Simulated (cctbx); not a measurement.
## What resolution and counting buy: Eu2As2Pb

Space group P-3m1 (no. 164), a = 4.7640 Å, b = 4.7640 Å, c = 7.9530 Å, α = 90.00°, β = 90.00°, γ = 120.00°.

```
atom  mult.    x    y       z  Ueq (Å²)
 Pb1      1    0    0       0    0.0035
 Eu1      2  2/3  1/3  0.3651    0.0030
 As1      2  2/3  1/3  0.7407    0.0054
```

The model is made up (kin elements in a known structure type, no relaxation), so it says nothing on whether the phase exists.

Five simulated data sets (cctbx; Ag Kα, λ = 0.56087 Å; 4 % proportional error) differ in resolution or exposure (noise floor 15 counts in the first three, 8 in the last two). Each is refined with the right model, isotropic at 1.1 Å and anisotropic otherwise. How do the figures of merit and the uncertainties move?

| d min (Å) | top counts | ⟨I/σ⟩ (unmerged, absences included) | unique | param. (scale apart) | Rint | R1 | GooF | largest s.u. xyz (fractional) | s.u. U of As1 (Å²) | largest error (Å) |
| --- | --- | --- | --- | --- | --- | --- | --- | --- | --- | --- |
| 1.1 | 20000 | 15.2 | 64 | 5 | 0.025 | 0.0117 | 0.97 | 0.00021 | 0.0006 | 0.0006 |
| 0.84 | 20000 | 15.5 | 130 | 8 | 0.031 | 0.0100 | 0.81 | 0.00011 | 0.0003 | 0.0005 |
| 0.6 | 20000 | 14.0 | 322 | 8 | 0.033 | 0.0131 | 0.95 | 0.00007 | 0.0001 | 0.0010 |
| 0.75 | 300 | 2.8 | 176 | 8 | 0.199 | 0.0542 | 0.93 | 0.00083 | 0.0017 | 0.0102 |
| 0.75 | 3000 | 9.6 | 176 | 8 | 0.049 | 0.0170 | 0.93 | 0.00019 | 0.0004 | 0.0021 |

The number of reflections grows roughly as 1/d³: 64, 130 and 322 here. R1 follows the noise rather than the truth: at 300 counts it is 0.0542, at 3000 counts 0.0170, while GooF is 0.93 and 0.93: the weights 1/σ² carry the noise. The s.u. of U (U11 where anisotropic) for As1 goes 0.0006, 0.0003, 0.0001 Å² with resolution and 0.0017, 0.0004 Å² with exposure.

Hardware for the 0.6 Å refinement: 0.46 s on 1 thread of Arm Neoverse N1, with other jobs on the host, peak memory 0.09 GiB.

[Logs are printed without paths, hosts, clocks, repeated set-up lines and the standing remarks that a program may print on its own settings, such as how far it seeks lower states.]
